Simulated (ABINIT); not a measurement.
## CdS (Hawleyite): bands and cutoff in G0W0 with ABINIT

Wanted: a converged G0W0 gap of CdS (Hawleyite), or an estimate of the limit.

Program: ABINIT 10.8.3. Level of theory: LDA and many-body steps on it, plane waves. Results are calculated unless marked as measured.

Report form: the programs' logs are mostly left out.

### 1. Set-up

Symmetry: F-43m, No. 216, cubic system. The conventional cell has a = 5.833 Å, b = 5.833 Å, c = 5.833 Å, α = 90.00°, β = 90.00°, γ = 90.00°. Nearest to Cd lie 4 S at 2.53 Å. S has 4 Cd at 2.53 Å nearest. Farther neighbours and most contacts between anions are not listed.

The cell and positions come from the Crystallography Open Database and are kept as given unless a step says otherwise.

### 2. Empty states on the mesh, 4×4×4 mesh, 589 bands

This step: ABINIT 10.8.3; DFT, LDA, plane waves, norm-conserving pseudopotentials.

The sums over transitions need many empty states on a uniform mesh; this step solves for them.

run.abi

```
acell 3*1.0 Angstrom
rprim 
  -0.000000000000 2.916500000000 2.916500000000
  2.916500000000 -0.000000000000 2.916500000000
  2.916500000000 2.916500000000 -0.000000000000
ntypat 2
znucl 48 16
natom 2
typat 1 2
xred 
  0.000000000000 0.000000000000 0.000000000000
  0.250000000000 0.250000000000 0.250000000000
pp_dirpath "pseudos"
pseudos "Cd.upf, S.upf"
ecut 47
ngkpt 4 4 4
nshiftk 1
shiftk 0 0 0
kptopt 1
chksymbreak 0
iscf -2
irdden 1
istwfk *1
nband 589
nbdbuf 52
tolwfr 1e-09
nstep 60
prtvol 0
indata_prefix "in"
outdata_prefix "out"
tmpdata_prefix "tmp"
```

Command:

```console
OMP_NUM_THREADS=1 mpirun -n 4 abinit run.abi > log
```

Run time: 9.5 min. Hardware: 4 MPI ranks of Arm Neoverse V2, shared host; peak memory 0.76 GiB.

This step gave:

- gap: 0.8602 eV
- k of the valence top: 0, 0, 0
- k of the conduction bottom: 0, 0, 0
- least direct gap: 0.8602 eV
- k points computed: 8
- lowest point of the top converged band, above the valence top: 266.9592 eV

On this mesh the gap is 0.860 eV.

The density comes from a self-consistent run that is not shown.

### 3. Screening, 4×4×4 mesh, 78 bands, screening to 149.7 eV

The RPA dielectric matrix is built and inverted for each q.

This step: RPA screening on LDA, plane waves, norm-conserving pseudopotentials.

run.abi: that of step 2 with these lines changed.

```diff
@@ -20,10 +20,11 @@
 chksymbreak 0
-iscf -2
-irdden 1
 istwfk *1
-nband 589
-nbdbuf 52
-tolwfr 1e-09
-nstep 60
-prtvol 0
+occopt 1
+irdwfk 1
+optdriver 3
+nband 78
+ecuteps 5.5
+inclvkb 2
+awtr 1
+symchi 1
 indata_prefix "in"
```

Run time: 28 s. Hardware: 4 MPI ranks; peak memory 1.1 GiB.

This step gave:

- ε∞ with local fields, on this mesh, along the program's q direction: 18.50
- the same without local fields: 19.35
- plasma frequency: 26.88 eV
- plane waves in the screening matrix: 181

Local fields lower ε∞ by 4 %. On a Γ-centred mesh this coarse the value itself is usually too large, while a short band sum pulls it down.

### 4. 78 bands, 149.7 eV

The self-energy is evaluated for the states that the input lists, and the levels follow from it, in one-shot runs by the linearised quasiparticle equation.

This step: G0W0 on LDA, plane waves, norm-conserving pseudopotentials.

run.abi: that of step 3 with these lines changed.

```diff
@@ -23,8 +23,19 @@
 irdwfk 1
-optdriver 3
+optdriver 4
 nband 78
+gwcalctyp 0
+ecutsigx 47
+symsigma 1
+nkptgw 3
+kptgw 
+  0.0000000000 0.0000000000 0.0000000000
+  0.5000000000 0.0000000000 0.0000000000
+  0.5000000000 0.5000000000 0.0000000000
+bdgw 
+  11 17
+  12 16
+  12 15
 ecuteps 5.5
-inclvkb 2
-awtr 1
-symchi 1
+irdscr 1
+ppmodel 1
 indata_prefix "in"
```

Run time: 9.1 s. Hardware: 4 MPI ranks; peak memory 0.97 GiB.

Numbers from this step:

```yaml
g0w0_gap_on_the_points_computed: 2.017 eV
starting_gap_on_the_mesh: 0.8602 eV
k_of_the_valence_top: 0, 0, 0
k_of_the_conduction_bottom: 0, 0, 0
z_at_the_valence_top: 0.778
z_at_the_conduction_bottom: 0.808
least_direct_g0w0_gap_on_the_computed_points: 2.017 eV
```

The gap on the mesh goes from 0.86 eV to 2.02 eV, a correction of +1.16 eV.

### 5. Screening, 4×4×4 mesh, 117 bands, screening to 203.5 eV

This step: RPA screening on LDA, plane waves, norm-conserving pseudopotentials.

run.abi: that of step 4 with these lines changed.

```diff
@@ -23,19 +23,8 @@
 irdwfk 1
-optdriver 4
-nband 78
-gwcalctyp 0
-ecutsigx 47
-symsigma 1
-nkptgw 3
-kptgw 
-  0.0000000000 0.0000000000 0.0000000000
-  0.5000000000 0.0000000000 0.0000000000
-  0.5000000000 0.5000000000 0.0000000000
-bdgw 
-  11 17
-  12 16
-  12 15
-ecuteps 5.5
-irdscr 1
-ppmodel 1
+optdriver 3
+nband 117
+ecuteps 7.48
+inclvkb 2
+awtr 1
+symchi 1
 indata_prefix "in"
```

Run time: 53 s. Hardware: 4 MPI ranks; peak memory 1.4 GiB.

This step gave:

```
ε∞ with local fields, on this mesh, along the program's q direction : 18.50
the same without local fields                                       : 19.36
plasma frequency                                                    : 26.88 eV
plane waves in the screening matrix                                 : 331
```

### 6. 117 bands, 203.5 eV

This step: G0W0 on LDA, plane waves, norm-conserving pseudopotentials.

run.abi: that of step 5 with these lines changed.

```diff
@@ -23,8 +23,19 @@
 irdwfk 1
-optdriver 3
+optdriver 4
 nband 117
+gwcalctyp 0
+ecutsigx 47
+symsigma 1
+nkptgw 3
+kptgw 
+  0.0000000000 0.0000000000 0.0000000000
+  0.5000000000 0.0000000000 0.0000000000
+  0.5000000000 0.5000000000 0.0000000000
+bdgw 
+  11 17
+  12 16
+  12 15
 ecuteps 7.48
-inclvkb 2
-awtr 1
-symchi 1
+irdscr 1
+ppmodel 1
 indata_prefix "in"
```

Wall time 26 s (4 MPI ranks); peak memory 1.4 GiB; 1.8 min of CPU time.

This step gave:

```yaml
g0w0_gap_on_the_points_computed: 2.063 eV
starting_gap_on_the_mesh: 0.8602 eV
k_of_the_valence_top: 0, 0, 0
k_of_the_conduction_bottom: 0, 0, 0
z_at_the_valence_top: 0.777
z_at_the_conduction_bottom: 0.807
least_direct_g0w0_gap_on_the_computed_points: 2.063 eV
```

Against G0W0 in ABINIT (4×4×4 mesh, 78 bands, screening to 149.7 eV, Godby-Needs plasmon pole), the gap moves by +0.046 eV.

### 7. Screening, 4×4×4 mesh, 171 bands, screening to 269.4 eV

This step: RPA screening on LDA, plane waves, norm-conserving pseudopotentials.

run.abi: that of step 6 with these lines changed.

```diff
@@ -23,19 +23,8 @@
 irdwfk 1
-optdriver 4
-nband 117
-gwcalctyp 0
-ecutsigx 47
-symsigma 1
-nkptgw 3
-kptgw 
-  0.0000000000 0.0000000000 0.0000000000
-  0.5000000000 0.0000000000 0.0000000000
-  0.5000000000 0.5000000000 0.0000000000
-bdgw 
-  11 17
-  12 16
-  12 15
-ecuteps 7.48
-irdscr 1
-ppmodel 1
+optdriver 3
+nband 171
+ecuteps 9.9
+inclvkb 2
+awtr 1
+symchi 1
 indata_prefix "in"
```

It took 1.9 min on 4 MPI ranks; peak memory 1.8 GiB; 7.8 min of CPU time.

This step gave:

```yaml
eps_infinity_with_local_fields_on_this_mesh_along_the_program_s_q_direction: 18.49
the_same_without_local_fields: 19.36
plasma_frequency: 26.88 eV
plane_waves_in_the_screening_matrix: 531
```

### 8. 171 bands, 269.4 eV

This step: G0W0 on LDA, plane waves, norm-conserving pseudopotentials.

run.abi: that of step 7 with these lines changed.

```diff
@@ -23,8 +23,19 @@
 irdwfk 1
-optdriver 3
+optdriver 4
 nband 171
+gwcalctyp 0
+ecutsigx 47
+symsigma 1
+nkptgw 3
+kptgw 
+  0.0000000000 0.0000000000 0.0000000000
+  0.5000000000 0.0000000000 0.0000000000
+  0.5000000000 0.5000000000 0.0000000000
+bdgw 
+  11 17
+  12 16
+  12 15
 ecuteps 9.9
-inclvkb 2
-awtr 1
-symchi 1
+irdscr 1
+ppmodel 1
 indata_prefix "in"
```

It took 83 s on 4 MPI ranks; peak memory 2.1 GiB; 5.5 min of CPU time.

Numbers from this step:

| Property | Result |
| --- | --- |
| G0W0 gap on the points computed | 2.106 eV |
| starting gap on the mesh | 0.8602 eV |
| k of the valence top | 0, 0, 0 |
| k of the conduction bottom | 0, 0, 0 |
| least direct G0W0 gap on the computed points | 2.106 eV |

Against G0W0 in ABINIT (4×4×4 mesh, 117 bands, screening to 203.5 eV, Godby-Needs plasmon pole), the gap moves by +0.043 eV.

### 9. Screening, 4×4×4 mesh, 256 bands, screening to 359.2 eV

This step: RPA screening on LDA, plane waves, norm-conserving pseudopotentials.

run.abi: that of step 8 with these lines changed.

```diff
@@ -23,19 +23,8 @@
 irdwfk 1
-optdriver 4
-nband 171
-gwcalctyp 0
-ecutsigx 47
-symsigma 1
-nkptgw 3
-kptgw 
-  0.0000000000 0.0000000000 0.0000000000
-  0.5000000000 0.0000000000 0.0000000000
-  0.5000000000 0.5000000000 0.0000000000
-bdgw 
-  11 17
-  12 16
-  12 15
-ecuteps 9.9
-irdscr 1
-ppmodel 1
+optdriver 3
+nband 256
+ecuteps 13.2
+inclvkb 2
+awtr 1
+symchi 1
 indata_prefix "in"
```

Wall time 4.9 min (4 MPI ranks); peak memory 3 GiB; 20 min of CPU time.

Numbers from this step:

* ε∞ with local fields, on this mesh, along the program's q direction: 18.49
* the same without local fields: 19.36
* plasma frequency: 26.88 eV
* plane waves in the screening matrix: 749

### 10. 256 bands, 359.2 eV

This step: G0W0 on LDA, plane waves, norm-conserving pseudopotentials.

run.abi: that of step 9 with these lines changed.

```diff
@@ -23,8 +23,19 @@
 irdwfk 1
-optdriver 3
+optdriver 4
 nband 256
+gwcalctyp 0
+ecutsigx 47
+symsigma 1
+nkptgw 3
+kptgw 
+  0.0000000000 0.0000000000 0.0000000000
+  0.5000000000 0.0000000000 0.0000000000
+  0.5000000000 0.5000000000 0.0000000000
+bdgw 
+  11 17
+  12 16
+  12 15
 ecuteps 13.2
-inclvkb 2
-awtr 1
-symchi 1
+irdscr 1
+ppmodel 1
 indata_prefix "in"
```

The job ended after 3.9 min (4 MPI ranks; peak memory 3.7 GiB).

Numbers from this step:

```
G0W0 gap on the points computed              : 2.141 eV
starting gap on the mesh                     : 0.8602 eV
k of the valence top                         : 0, 0, 0
k of the conduction bottom                   : 0, 0, 0
least direct G0W0 gap on the computed points : 2.141 eV
```

Against G0W0 in ABINIT (4×4×4 mesh, 171 bands, screening to 269.4 eV, Godby-Needs plasmon pole), the gap moves by +0.035 eV.

### 11. Screening, 4×4×4 mesh, 374 bands, screening to 466.9 eV

This step: RPA screening on LDA, plane waves, norm-conserving pseudopotentials.

run.abi: that of step 10 with these lines changed.

```diff
@@ -23,19 +23,8 @@
 irdwfk 1
-optdriver 4
-nband 256
-gwcalctyp 0
-ecutsigx 47
-symsigma 1
-nkptgw 3
-kptgw 
-  0.0000000000 0.0000000000 0.0000000000
-  0.5000000000 0.0000000000 0.0000000000
-  0.5000000000 0.5000000000 0.0000000000
-bdgw 
-  11 17
-  12 16
-  12 15
-ecuteps 13.2
-irdscr 1
-ppmodel 1
+optdriver 3
+nband 374
+ecuteps 17.16
+inclvkb 2
+awtr 1
+symchi 1
 indata_prefix "in"
```

Wall time 13 min (4 MPI ranks); peak memory 4.2 GiB; 51 min of CPU time.

Numbers from this step:

* ε∞ with local fields, on this mesh, along the program's q direction: 18.48
* the same without local fields: 19.36
* plasma frequency: 26.88 eV
* plane waves in the screening matrix: 1139

### 12. 374 bands, 466.9 eV

This step: G0W0 on LDA, plane waves, norm-conserving pseudopotentials.

run.abi: that of step 11 with these lines changed.

```diff
@@ -23,8 +23,19 @@
 irdwfk 1
-optdriver 3
+optdriver 4
 nband 374
+gwcalctyp 0
+ecutsigx 47
+symsigma 1
+nkptgw 3
+kptgw 
+  0.0000000000 0.0000000000 0.0000000000
+  0.5000000000 0.0000000000 0.0000000000
+  0.5000000000 0.5000000000 0.0000000000
+bdgw 
+  11 17
+  12 16
+  12 15
 ecuteps 17.16
-inclvkb 2
-awtr 1
-symchi 1
+irdscr 1
+ppmodel 1
 indata_prefix "in"
```

Wall time 13 min (4 MPI ranks); peak memory 6.2 GiB; 52 min of CPU time.

Numbers from this step:

| Quantity | Value |
| --- | --- |
| G0W0 gap on the points computed | 2.166 eV |
| starting gap on the mesh | 0.8602 eV |
| k of the valence top | 0, 0, 0 |
| k of the conduction bottom | 0, 0, 0 |
| least direct G0W0 gap on the computed points | 2.166 eV |

Against G0W0 in ABINIT (4×4×4 mesh, 256 bands, screening to 359.2 eV, Godby-Needs plasmon pole), the gap moves by +0.025 eV.

### 13. The runs together

Times are wall times on 4 MPI ranks of Arm Neoverse V2, shared host, good to a factor of about two. A run's time includes the screening step that it read.

```csv
run,mesh,bands,screening cutoff (eV),DFT gap (eV),gap on the mesh (eV),direct (eV),ε∞ used,time
"78 bands, 149.7 eV",4×4×4,78,149.7,0.860,2.017,2.017,18.50,37 s
"117 bands, 203.5 eV",4×4×4,117,203.5,0.860,2.063,2.063,18.50,80 s
"171 bands, 269.4 eV",4×4×4,171,269.4,0.860,2.106,2.106,18.49,3.3 min
"256 bands, 359.2 eV",4×4×4,256,359.2,0.860,2.141,2.141,18.49,8.9 min
"374 bands, 466.9 eV",4×4×4,374,466.9,0.860,2.166,2.166,18.48,26 min
```

### 14. Outcome

| Item | Value |
| --- | --- |
| 78 bands, 149.7 eV | 2.017 eV |
| 117 bands, 203.5 eV | 2.063 eV |
| 171 bands, 269.4 eV | 2.106 eV |
| 256 bands, 359.2 eV | 2.141 eV |
| 374 bands, 466.9 eV | 2.166 eV |
| known limits | not at the basis limit; no spin-orbit coupling; coarse k mesh |

What this shows: From the first rung to the last the gap moves by +0.15 eV for 41 times the time. In the G0W0 runs levels were corrected at 3 k points alone, so a gap called «on the mesh» is the least over those, and an edge elsewhere would be missed. The 4×4×4 mesh is coarse for this cell, which bears on the long-range parts of exchange and screening. The many-body steps are scalar-relativistic: spin-orbit coupling is not in them.

[Paths, hosts, dates, memory and timing lines, banners, echoed tables and standing remarks are left out of the program output.]

[Logs are printed without paths, hosts, clocks, repeated set-up lines and the standing remarks that a program may print on its own settings, such as how far it seeks lower states.]

[Runs of the session that timed out or met a known fault of the program may be left out.]

[Hosts, paths, dates, database ids (printed as entryN), source tags and the programs' standing remarks are cut or masked in the printed files.]

[G0W0 gaps are taken among the corrected bands and points alone; a level outside them can change the order at an edge.]

[Where Ansatz stands beside ABINIT at settings called matched, ABINIT's density can come from a denser mesh and the files from another edition; pairs whose starting gaps differed by over 0.03 eV were left out, so agreement reads better than it is.]
